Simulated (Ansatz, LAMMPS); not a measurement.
# Relaxing a frame of liquid ethylene carbonate from 313 K (180 atoms), part 3 of 3

Aim: bring a frame of liquid ethylene carbonate from 313 K (180 atoms) to a nearby minimum of the energy and see what moves.

Ansatz 0.2.0; Kohn-Sham DFT, PBE+D4, PAW (set soft_2), plane waves.

The cell: 54 O, 54 C and 72 H. The network of contacts between molecules at the start is that of the classical potential that made the cell. The Brillouin zone is sampled at Γ only, in a cell whose shortest periodic width is 13 Å.

So far, density (g/cm³): step 5 (distances and neighbours after relaxation) 1.32.

## Step 6: Single point at the relaxed geometry

The electronic structure is read at the final geometry, in a run of its own.

Contents of input.yaml:

```yaml
crystal:
  lattice:
    - [12.58353, 0.0, 0.0]
    - [0.0, 12.58353, 0.0]
    - [0.0, 0.0, 12.58353]
  atoms:
    - { symbol: O, position: [0.23745, 0.644, 0.74804] }
    - { symbol: C, position: [0.27634, 0.63694, 0.83575] }
    - { symbol: O, position: [0.37523, 0.59992, 0.85474] }
    - { symbol: C, position: [0.39866, 0.60641, 0.96743] }
    - { symbol: C, position: [0.29357, 0.64348, 0.01714] }
    - { symbol: O, position: [0.22527, 0.66322, 0.92641] }
    - { symbol: H, position: [0.46324, 0.66376, 0.97806] }
    - { symbol: H, position: [0.42346, 0.5272, 0.99353] }
    - { symbol: H, position: [0.30096, 0.7176, 0.06184] }
    - { symbol: H, position: [0.25573, 0.58302, 0.06691] }
    - { symbol: O, position: [0.67965, 0.59031, 0.57417] }
    - { symbol: C, position: [0.67673, 0.54347, 0.65784] }
    - { symbol: O, position: [0.68991, 0.58979, 0.75409] }
    - { symbol: C, position: [0.69756, 0.50623, 0.83373] }
    - { symbol: C, position: [0.64118, 0.41413, 0.77972] }
    - { symbol: O, position: [0.65866, 0.43735, 0.66772] }
    - { symbol: H, position: [0.66006, 0.53375, 0.90702] }
    - { symbol: H, position: [0.78237, 0.49, 0.84678] }
    - { symbol: H, position: [0.55522, 0.41294, 0.79471] }
    - { symbol: H, position: [0.67504, 0.33621, 0.79803] }
    - { symbol: O, position: [0.84335, 0.92018, 0.62812] }
    - { symbol: C, position: [0.92138, 0.88368, 0.67034] }
    - { symbol: O, position: [0.02172, 0.89479, 0.63188] }
    - { symbol: C, position: [0.09597, 0.85611, 0.71135] }
    - { symbol: C, position: [0.02656, 0.78312, 0.77831] }
    - { symbol: O, position: [0.9207, 0.82673, 0.76175] }
    - { symbol: H, position: [0.12616, 0.9253, 0.75521] }
    - { symbol: H, position: [0.16129, 0.81474, 0.6718] }
    - { symbol: H, position: [0.04446, 0.78543, 0.86331] }
    - { symbol: H, position: [0.02677, 0.7006, 0.75026] }
    - { symbol: O, position: [0.93294, 0.24517, 0.99212] }
    - { symbol: C, position: [0.95446, 0.15278, 0.0066] }
    [... 142 atom lines left out ...]
    - { symbol: C, position: [0.17118, 0.67329, 0.47062] }
    - { symbol: O, position: [0.20397, 0.59084, 0.39643] }
    - { symbol: H, position: [0.14148, 0.80458, 0.36088] }
    - { symbol: H, position: [0.23517, 0.83696, 0.46515] }
    - { symbol: H, position: [0.08523, 0.66712, 0.48237] }
    - { symbol: H, position: [0.21335, 0.66053, 0.54592] }
kpoints:
  mp_grid: { grid: [1, 1, 1] }
hamiltonian:
  xc: pbe
  dispersion: d4
scf:
  occupations: { method: fermi_dirac, width: 0.05 }
output:
  forces: true
  stress: true
  populations: true
  dos:
    method: { smearing: { sigma: 0.15 } }
    de: 0.1
    projected: { site_lists: { C: [C], H: [H], O: [O] } }
  eigenvalues: true
  write_density: true
  write_potential: true
  volumetric_format: npy
```

Command:

```console
ansatz run input.yaml --threads 4 --pin off --max-ram 8192MiB --backend cpu --events-out ev --progress --plain --runs-dir out
```

Numbers of over 12 decimals in the logs are rounded to 6 here.

The log of the run:

```text
[...]
Crystal: 180 atoms, lattice volume = 1992.542 Å³
Basis set: ecut = 420 eV, 39007 PW (Γ), exchange–correlation on 180×180×180 points (8 copies of the dense FFT grid, shifted against one another)
Bands: 486, of which v1, the nominal top of the filled ones, is band 306 counted from 1 (305 counted from 0)
Symmetry: 1 space group operations
[...]
k-points: 1
[...]
SCF iter   1: F=—  HF=-45320.214926 eV  |F-HF|=—  |Δ(HF+E_count)|=         —  Δρ=5.67e-3  dr2=4.99e-1  ethr=1.77e-3  ⟨swp⟩=6.0  Hψ=2159  notcnv=0  defer=29
[...]
SCF iter  10: F=-45320.149991 eV  HF=-45320.149991 eV  |F-HF|=1.49e-8  |Δ(HF+E_count)|=   2.05e-8  Δρ=1.33e-6  dr2=3.11e-8  ethr=1.63e-11  ⟨swp⟩=18.0  Hψ=4048  notcnv=0
SCF 1 converged in 10 iterations: F = -45320.149991 eV  dr2 = 3.11e-8
[...]
WARN: The input density's exchange-correlation potential varies sharply where the density is thin. Do not read a vacuum level from v_tot or v_xc, or from such a field of the output density. On a cell that repeats whose density bears no net charge and no dipole along the vacuum's axis use v_es (v_loc + v_h of the components); [...]
SCF converged after 10 iterations
Free energy (F): -45320.149991 eV
[...]
Internal energy: -45320.149991 eV  (E = F + TS)
E sigma→0 (E₀):  -45320.149991 eV
Fermi energy:    1.849977 eV
[...]
--- Forces (eV/Å), atoms counted from 1 ---
  atom   1  O      0.00586119     0.00033399     0.00535588
  atom   2  C     -0.01661653     0.00120734     0.00364927
  atom   3  O      0.00620559    -0.00145336    -0.00486260
  atom   4  C      0.00338186     0.00200613     0.00381227
  atom   5  C     -0.00183144    -0.00334214    -0.00412300
  atom   6  O      0.00483001    -0.00157582    -0.00492111
  atom   7  H     -0.00089532    -0.00100033    -0.00134612
  atom   8  H     -0.00120899    -0.00111184    -0.00072414
  atom   9  H      0.00181002     0.00449014     0.00095305
  atom  10  H     -0.00019281     0.00093239     0.00054996
  atom  11  O     -0.00163825    -0.00211467     0.00313747
  atom  12  C      0.00222266     0.00338550    -0.00426983
  atom  13  O     -0.00006525    -0.00012440    -0.00018181
  atom  14  C      0.00063022     0.00178239     0.00096901
[...]
atom 179  H     -0.00081915    -0.00024186     0.00099643
  atom 180  H     -0.00110649    -0.00050458     0.00071433
  max |Σ_I F_I| component: 1.10e-4 eV/Å
--- Stress (GPa, compression-positive) ---
       -0.320654       0.017823      -0.019207
        0.017824      -0.334927      -0.034996
       -0.019207      -0.034994      -0.287086
  P = ⅓ Tr σ = -0.3142 GPa (-3.142 kbar)
--- Band table (eV) ---
[...]
--- Löwdin populations: 180 sites ---
  site symbol       q [e]
     0      O      6.4260
     1      C      3.2860
     2      O      6.2764
[...]
179      H      0.7859
  spilling = 0.013453 (of n_electrons = 612.000000)
```

Wall time 26 s (4 threads of Intel Xeon Platinum 8488C (Sapphire Rapids), shared host); peak memory 2.9 GiB; 97 s of CPU time.

The program notes that the exchange-correlation potential is rough where the density is thin.

The run gave:

| Property | Result |
| --- | --- |
| free energy | -45320.1500 eV |
| free energy per atom | -251.7786 eV/atom |
| SCF cycles | 10 |
| pressure | -0.3142 GPa |
| r.m.s. force component | 0.00354 eV/Å |
| longest force | 0.02438 eV/Å |
| Fermi energy | 1.85 eV |
| gap (highest filled to lowest empty level) | 5.918 eV |
| spilling of the projection | 0.01345 |

Löwdin charges by element (they lack the spilled electrons, 0.046 e an atom on average):

| element | coordination | atoms | mean charge (e) | spread | least | most |
| --- | --- | --- | --- | --- | --- | --- |
| C | all | 54 | 0.193 | 0.368 | -0.0779 | 0.719 |
| H | all | 72 | 0.215 | 0.0106 | 0.195 | 0.239 |
| O | all | 54 | -0.327 | 0.0645 | -0.435 | -0.268 |

States in the cell by windows of 1 eV, zero at the Fermi level; the larger projections on atomic orbitals stand beside the total:

```
from (eV)  to (eV)  total   O p   C p   H s  C s  O s
      -14      -13   10.1   3.7   2.3   1.4  2.5  0.1
      -13      -12   25.9   9.4   5.9   3.6  6.4  0.1
      -12      -11   31.7  13.4   8.9   0.4  3.1  5.4
      -11      -10    4.4   1.8   1.2   0.1  0.4  0.8
      -10       -9   42.9  14.4  20.1   5.5  0.6  1.2
       -9       -8   65.0  22.4  22.4  11.0  3.7  4.4
       -8       -7   36.5  18.5  10.5   3.5  0.2  3.1
       -7       -6   71.6  28.8  28.5  10.4  0.2  2.7
       -6       -5   68.0  39.0  20.1   4.0  0.8  3.3
       -5       -4    6.8   4.2   1.7   0.5  0.1  0.2
       -4       -3  102.8  83.3   8.7   9.0  0.1  0.6
       -3       -2    2.5   2.0   0.2   0.2  0.0  0.0
       -2        2    0.0   0.0   0.0   0.0  0.0  0.0
        2        3    4.5   1.1   1.9   0.6  0.2  0.2
        3        4   58.1  15.8  25.8   4.5  2.6  2.1
        4        5   30.5   3.0   8.5   6.6  3.0  1.3
```

Between -26 and -14 eV lie 144 more states.

The levels nearest the highest filled one (over half full), pooled over k-points and spins:

```csv
level less the highest filled one (eV),occupation
-0.166,2
-0.138,2
-0.104,2
-0.0713,2
-0.0335,2
0,2
5.92,0
6.03,0
6.05,0
6.13,0
6.13,0
6.16,0
```

Valence density in the ab plane at fractional z = 0.315, with atoms of C and H and O within 0.2 Å of it. It is the smooth field of the valence electrons, not physical close to the nuclei.

Ten steps, logarithmic in the rise over the least value, from '0' (0.0 e/Å³) to '9' (5.9 e/Å³), each cell a mean:
```
54200000112222246766664211356777544
43200000000112357653221000235665544
21000000000011256642000000134554433
10001211011100123210000000134566543
10012322234321000000000000024677653
00011223578742001223333210024677531
00000113588742002456665320135787420
00000013567531002457776420125786410
00000124577653101246765310012343210
11000234567764211246775310000111011
53100122345664212467776421000000135
64200001113332102576655320000001246
43100000111100001233322100000012355
42100001333100000000000000000135776
42000013565320000000000000012458998
31001235677542000000000000134567886
10013566677764100000000001367765443
00135787655553100000011002589964210
12346776421211000000011002478852100
24665543210001222100000000234321000
35775321001113576420000000000000001
24553210123445899633332100000111000
11221001357655788766775310123443210
22100000256543456778886311356665432
```
Columns run along a (12.6 Å), rows up along b (12.6 Å). Atoms in or near the plane, at fractional coordinates: C at (0.51, 0.01), H at (0.28, 0.04), C at (0.27, 0.33), H at (0.34, 0.29), C at (0.58, 0.68), C at (0.60, 0.56), H at (0.52, 0.52), O at (0.81, 0.25), O at (0.94, 0.38), H at (0.00, 0.53), C at (0.87, 0.80), C at (0.85, 0.98), C at (0.28, 0.63).

Electrostatic potential energy in the ab plane at fractional z = 0.315, with atoms of C and H and O within 0.2 Å of it. With pseudopotentials it is smooth inside the atoms' cores, unlike the true potential.

Ten even steps from '0' (-47 eV) to '9' (7 eV), each cell a mean:
```
77999999999999986225789999984003788
88999999999999985689999999997446888
99999999999999997899999999998888889
99999999999999999999999999998645789
99999999999999999999999999997200489
99999999853699999999899999998512699
99999999842489999885347999998425999
99999998743689999871005899999547999
99999998400389999986347999999999999
99999998622369999986225899999999999
58999999988779999864003899999999996
58999999999999999515547899999999986
89999999999999999989999999999999887
89999999999999999999999999999997546
99999998767899999999999999998873003
99999987101689999999999999997544236
99999866202337999999999999975457899
99987423778658999999999999830169999
99975446899999999999999999953489999
99877789999999999999999999999999999
98568999999999867999999999999999999
99999999999887301689999999999999999
99999999953677523346668999999889999
99999999965788873001237999986326899
```
Columns run along a (12.6 Å; values clipped at the 3rd and 97th percentile), rows up along b (12.6 Å). Atoms in or near the plane, at fractional coordinates: C at (0.51, 0.01), H at (0.28, 0.04), C at (0.27, 0.33), H at (0.34, 0.29), C at (0.58, 0.68), C at (0.60, 0.56), H at (0.52, 0.52), O at (0.81, 0.25), O at (0.94, 0.38), H at (0.00, 0.53), C at (0.87, 0.80), C at (0.85, 0.98), C at (0.28, 0.63).

Mean Löwdin charges: C +0.19, H +0.22, O -0.33 e (they miss 1.3 % of the electrons, so they add up to more than the cell's charge). The largest share in the top eV of filled states is O p (82 % of the projected weight), and in the lowest eV of empty states C p (51 % of the projected weight).

A closer look about C92, picked at random: 15 atoms, nearest first, numbered in the order of the input, with positions taken from that point.

```csv
atom,x,y,z,distance (Å),Löwdin charge (e)
C92,0.00,0.00,0.00,0.00,0.72
O91,-1.06,0.53,0.24,1.21,-0.43
O93,0.80,-0.55,0.93,1.35,-0.27
O96,0.52,-0.10,-1.24,1.35,-0.28
C94,2.00,-1.07,0.30,2.29,-0.06
C95,1.76,-0.86,-1.20,2.29,-0.08
H99,1.59,-1.81,-1.73,2.96,0.21
H98,2.86,-0.50,0.68,2.98,0.21
H130,-1.85,0.46,-2.34,3.02,0.22
H97,2.09,-2.13,0.57,3.03,0.21
H30,-0.39,3.00,0.37,3.04,0.21
H100,2.54,-0.28,-1.68,3.06,0.22
O116,-0.77,-3.00,-0.71,3.18,-0.28
O1,2.26,2.28,0.34,3.23,-0.43
H67,-1.21,1.70,2.51,3.26,0.21
```

## Step 7: Results

- energy change in the relaxation: -59.02 meV/atom
- r.m.s. displacement: 1.043 Å
- largest displacement: 2.695 Å
- free energy per atom: -251.7786 eV/atom
- pressure: -0.3142 GPa
- r.m.s. force component: 0.00354 eV/Å
- gap (highest filled to lowest empty level): 5.918 eV
- wall time of the 3 DFT runs: 18 min

In words: Relaxation lowers the energy by 59.0 meV/atom and moves atoms by 1.0 Å r.m.s.; the r.m.s. force component goes from 1.1 to 0.0035 eV/Å, the pressure goes from 2.8 to -0.31 GPa, and the gap from 5.10 to 5.92 eV. From the first step to the last the energy fell by 10.624 eV, and the largest move was 2.69 Å (H97). Filled and empty levels are parted by 5.92 eV (at Γ alone); a semilocal functional tends to put such gaps too low. In a disordered cell it changes from sample to sample and from frame to frame.

Caveats: The network of contacts between molecules at the start is that of the classical potential that made the cell; in DFT atoms moved by 1.0 Å r.m.s.

[Logs are printed without paths, hosts, clocks, repeated set-up lines and the standing remarks that a program may print on its own settings, such as how far it seeks lower states.]

[Hosts, paths, dates, database ids (printed as entryN), source tags and the programs' standing remarks are cut or masked in the printed files.]
